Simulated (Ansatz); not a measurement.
# Zr2PN: relaxing a made-up structure, part 2 of 2

Starting from a made-up structure for Zr2PN, the aim is the relaxed cell, its shortest contacts and, where a second run follows, its electronic structure.

Ansatz 0.2.0; DFT, PBEsol, plane-wave PAW, files of the set soft_1, scalar-relativistic, no spin, cell and ions relaxed at zero pressure; PAW set soft_1 (the session's first sound run).

So far: Starting point; Relaxation of the guess. The relaxed cell has a = 3.372, c = 12.255 Å (conventional setting).

**3. Electronic structure of the relaxed cell**

A second self-consistent run takes a narrower smearing and the mesh shown in its input; the bands follow along the standard path of the relaxed lattice.

This step: DFT, PBEsol, plane-wave PAW, files of the set soft_1, scalar-relativistic, no spin, bands and density of states at the relaxed cell; PAW set soft_1 (Ansatz 0.2.0).

The input, input.yaml:

```yaml
crystal:
  lattice:
    - [3.3717775636, 0.0, 0.0]
    - [-1.6858887818, 2.920045026, 0.0]
    - [0.0, 0.0, 12.2552513465]
  atoms:
    - { symbol: Zr, position: [0.3333333333, 0.6666666667, 0.1346668629] }
    - { symbol: Zr, position: [0.6666666667, 0.3333333333, 0.6346668629] }
    - { symbol: Zr, position: [0.6666666667, 0.3333333333, 0.8653331371] }
    - { symbol: Zr, position: [0.3333333333, 0.6666666667, 0.3653331371] }
    - { symbol: P, position: [0.0, 0.0, 0.0] }
    - { symbol: P, position: [0.0, 0.0, 0.5] }
    - { symbol: "N", position: [0.3333333333, 0.6666666667, 0.75] }
    - { symbol: "N", position: [0.6666666667, 0.3333333333, 0.25] }
kpoints:
  mp_grid: { grid: [10, 10, 4] }
  band_path:
    path:
      - [[0.0, 0.0, 0.0], [0.5, 0.0, 0.0], [0.33333333, 0.33333333, 0.0], [0.0, 0.0, 0.0], [0.0, 0.0, 0.5], [0.5, 0.0, 0.5], [0.33333333, 0.33333333, 0.5], [0.0, 0.0, 0.5]]
      - [[0.5, 0.0, 0.5], [0.5, 0.0, 0.0]]
      - [[0.33333333, 0.33333333, 0.0], [0.33333333, 0.33333333, 0.5]]
    npoints: 8
scf:
  occupations: { method: fermi_dirac, width: 0.03 }
  n_extra_bands: 12
hamiltonian:
  xc: pbesol
  pseudopotentials: { kind: paw, azcp: { folder: soft_1 }, xc_functional: pbe }
output:
  forces: true
  stress: true
  write_bands: true
  dos: { projected: true }
  write_density: true
  write_potential: true
  elf: true
  volumetric_format: npy
```

On the command line:

```
ansatz run input.yaml --threads 4 --pin off --max-ram 10240MiB --backend cpu --events-out ev --progress --plain --runs-dir out
```

Numbers of over 12 decimals in the logs are rounded to 6 here.

The program printed:

```text
[...]
Crystal: 8 atoms, lattice volume = 120.662 Å³
Basis set: ecut = 420 eV, 2405 PW (Γ), exchange–correlation on 48×48×180 points (8 copies of the dense FFT grid, shifted against one another)
Bands: 46, of which v1, the nominal top of the filled ones, is band 34 counted from 1 (33 counted from 0)
Symmetry: 24 space group operations
[...]
k-points: 42 of 400
[...]
SCF iter   1: F=—  HF=-18763.333849 eV  |F-HF|=—  |Δ(HF+E_count)|=         —  Δρ=5.29e-2  dr2=7.62e0  ethr=3.10e-3  ⟨swp⟩=6.7  Hψ=8854  notcnv=0  defer=9
[...]
SCF iter   9: F=-18761.916428 eV  HF=-18761.916428 eV  |F-HF|=1.78e-9  |Δ(HF+E_count)|=   9.80e-9  Δρ=1.67e-6  dr2=3.75e-9  ethr=1.47e-10  ⟨swp⟩=15.6  Hψ=13199  notcnv=0
SCF 1 converged in 9 iterations: F = -18761.916428 eV  dr2 = 3.75e-9
[...]
NSCF: frozen V_eff on 75 k-points
SCF converged after 9 iterations
Free energy (F): -18761.916428 eV
[...]
Internal energy: -18761.904101 eV  (E = F + TS)
E sigma→0 (E₀):  -18761.910265 eV
Entropy (-TS):   -0.012327 eV (-1.541 meV/atom)
Fermi energy:    14.873610 eV
[...]
--- Forces (eV/Å), atoms counted from 1 ---
  atom   1  Zr    -0.00000000    -0.00000000    -0.07495504
  atom   2  Zr     0.00000000     0.00000000    -0.07495504
  atom   3  Zr     0.00000000     0.00000000     0.07495504
  atom   4  Zr    -0.00000000    -0.00000000     0.07495504
  atom   5  P     -0.00000000     0.00000000     0.00000000
  atom   6  P      0.00000000     0.00000000     0.00000000
  atom   7  N      0.00000000     0.00000000     0.00000000
  atom   8  N      0.00000000    -0.00000000    -0.00000000
  max |Σ_I F_I| component: 1.02e-16 eV/Å
--- Stress (GPa, compression-positive) ---
        0.177380       0.000000      -0.000000
        0.000000       0.177380      -0.000000
       -0.000000      -0.000000      -0.267780
  P = ⅓ Tr σ = 0.0290 GPa (0.290 kbar)
--- Band table (eV; the first three rows and the last of 42) ---
  k-point 0: bands = [... 30 lower, 13.2314, 14.4100, 14.4100, 14.8440, 15.0528, 15.0528, 15.0933, 15.0933, ... 8 higher]
  k-point 1: bands = [... 30 lower, 13.6105, 14.0130, 14.0130, 14.5751, 15.1517, 15.1517, 15.3454, 15.3454, ... 8 higher]
  k-point 2: bands = [... 30 lower, 13.4765, 13.4765, 14.1064, 14.1064, 15.3050, 15.3050, 15.3050, 15.3050, ... 8 higher]
  k-point 41: bands = [... 30 lower, 11.6640, 11.6640, 15.5714, 15.5714, 15.8644, 15.8644, 16.5111, 16.5111, ... 8 higher]
```

Run time: 7.8 s. Hardware: 4 threads of Arm Neoverse V2, shared host; peak memory 0.57 GiB.

Numbers from this step:

```
free energy             : -18761.9164 eV
energy at zero smearing : -18761.9103 eV
smearing term TS        : 0.01233 eV
Fermi energy            : 14.87 eV
pressure                : 0.02899 GPa
```

From bands.tsv, the bands that come nearest the Fermi level along the path, at its corners, in eV from the Fermi level:

```tsv
point	band 31	band 32	band 33	band 34	band 35	band 36	band 37	band 38
Γ	-1.64	-0.46	-0.46	-0.03	0.18	0.18	0.22	0.22
M	-2.48	-2.32	-1.57	-1.11	-0.64	1.33	2.27	2.28
K	-3.33	-3.33	0.74	1.07	1.13	1.13	1.67	1.67
Γ	-1.64	-0.46	-0.46	-0.03	0.18	0.18	0.22	0.22
A	-1.40	-1.40	-0.77	-0.77	0.43	0.43	0.43	0.43
L	-2.00	-2.00	-1.81	-1.81	0.33	0.33	2.70	2.70
H	-3.28	-3.28	0.87	0.87	1.31	1.31	1.40	1.40
A	-1.40	-1.40	-0.77	-0.77	0.43	0.43	0.43	0.43
L	-2.00	-2.00	-1.81	-1.81	0.33	0.33	2.70	2.70
M	-2.48	-2.32	-1.57	-1.11	-0.64	1.33	2.27	2.28
K	-3.33	-3.33	0.74	1.07	1.13	1.13	1.67	1.67
H	-3.28	-3.28	0.87	0.87	1.31	1.31	1.40	1.40
```

States per cell as run, both spins, in windows of 1 eV, from dos.tsv (zero at the Fermi level):

```
from  to  total
  -8  -7   0.00
  -7  -6   0.55
  -6  -5   4.36
  -5  -4   7.34
  -4  -3   7.41
  -3  -2   3.68
  -2  -1   1.87
  -1   0   2.69
   0   1   4.12
   1   2   5.06
```

Below -8 eV lie 40.0 more states.

Force by atom:

| atom | x (eV/Å) | y (eV/Å) | z (eV/Å) | size |
| --- | --- | --- | --- | --- |
| Zr1 | 0.0000 | 0.0000 | -0.0750 | 0.0750 |
| Zr2 | 0.0000 | 0.0000 | -0.0750 | 0.0750 |
| Zr3 | 0.0000 | 0.0000 | 0.0750 | 0.0750 |
| Zr4 | 0.0000 | 0.0000 | 0.0750 | 0.0750 |
| P5 | 0.0000 | 0.0000 | 0.0000 | 0.0000 |
| P6 | 0.0000 | 0.0000 | 0.0000 | 0.0000 |
| N7 | 0.0000 | 0.0000 | 0.0000 | 0.0000 |
| N8 | 0.0000 | 0.0000 | 0.0000 | 0.0000 |

Electrostatic potential energy in the ac plane at fractional y = 0.333, with atoms of Zr and N within 0.2 Å of it. With pseudopotentials it is smooth inside the atoms' cores, unlike the true potential.

Ten even steps from '0' (-43 eV) to '9' (17 eV), each cell a mean:
```
99888999999889999
99999988754344678
89999875200000136
89999875200000136
99999998653334578
99999999988888899
99999999887777889
89999987421111357
89999875200000036
89999986421001257
99999998876667788
98888999999999999
98888999999999999
98888899999999999
87777789999999998
87767789999999998
98888999987677899
99999999741002589
99999999853224689
88878889999899999
87666788999999998
88777889999999999
98888999999999999
98888899999999999
```
Columns run along a (3.4 Å; values clipped at the 3rd and 97th percentile), rows up along c (12.3 Å). Atoms in or near the plane, at fractional coordinates: Zr at (0.67, 0.63), Zr at (0.67, 0.87), N at (0.67, 0.25).

ELF in the ac plane at fractional y = 0.333, with atoms of Zr and N within 0.2 Å of it. It is the smooth field of the valence electrons, not physical close to the nuclei.

Ten even steps from '0' (0.10) to '9' (0.81), each cell a mean:
```
78999874210000135
25676421257776421
01231015897558973
00110015997447984
02443201357887520
56777642111221112
35666531123332111
01222002688888751
10110016995227985
12443113688888852
47888642123443212
89999986310000246
78888876421001346
23333322110001122
12232100001111000
01332100134554210
00000014789999863
51000268995237998
31000147997568997
00110002478888631
12343200012332100
11222110000000000
45555544211001234
88999886421001357
```
Columns run along a (3.4 Å), rows up along c (12.3 Å). Atoms in or near the plane, at fractional coordinates: Zr at (0.67, 0.63), Zr at (0.67, 0.87), N at (0.67, 0.25).

Valence density in the ac plane at fractional y = 0.333, with atoms of Zr and N within 0.2 Å of it. It is the smooth field of the valence electrons, not physical close to the nuclei.

Ten even steps from '0' (0.1 e/Å³) to '9' (4.2 e/Å³), each cell a mean:
```
00000000000000000
00000000123433110
00000001479999631
00000001479999631
00000000123443210
00000000000000000
00000000001110000
00000001246776410
00000002589999741
00000001357887421
00000000011111000
00000000000000000
00000000000000000
00000000000000000
00111000000000000
00110000000000000
00000000112222100
00000001247776310
00000000135665310
00000000001111000
00111000000000000
00010000000000000
00000000000000000
00000000000000000
```
Columns run along a (3.4 Å), rows up along c (12.3 Å). Atoms in or near the plane, at fractional coordinates: Zr at (0.67, 0.63), Zr at (0.67, 0.87), N at (0.67, 0.25).

**4. Summary of results**

```
space group, relaxed : P6_3/mmc
conventional cell    : a = 3.372, b = 3.372, c = 12.255 Å; α = 90.0°, β = 90.0°, γ = 120.0°
volume per atom      : 15.08 Å³ (guess 16.27)
```

**Reading.** Zr2PN relaxes to P6_3/mmc with a = 3.372, b = 3.372 and c = 12.255 Å. The guessed volume was 8 % too large. The space group P6_3/mmc was held in the relaxation, so the end point is a stationary structure within it and may be a saddle against distortions or other arrangements. Bands cross the Fermi level, so it is a metal or semimetal at this level. On the 10×10×4 mesh with the narrower smearing (relaxed on 9×9×3) the largest force component is 0.075 eV/Å and the largest stress component is 0.268 GPa, against the relaxation's thresholds of 0.015 eV/Å and 0.05 GPa. The cutoff wasn't tested. No dispersion term is used, so weakly bound directions may come out too long. Nothing here tests whether the compound is stable against decomposition.

[Logs are printed without paths, hosts, clocks, repeated set-up lines and the standing remarks that a program may print on its own settings, such as how far it seeks lower states.]

[Hosts, paths, dates, database ids (printed as entryN), source tags and the programs' standing remarks are cut or masked in the printed files.]
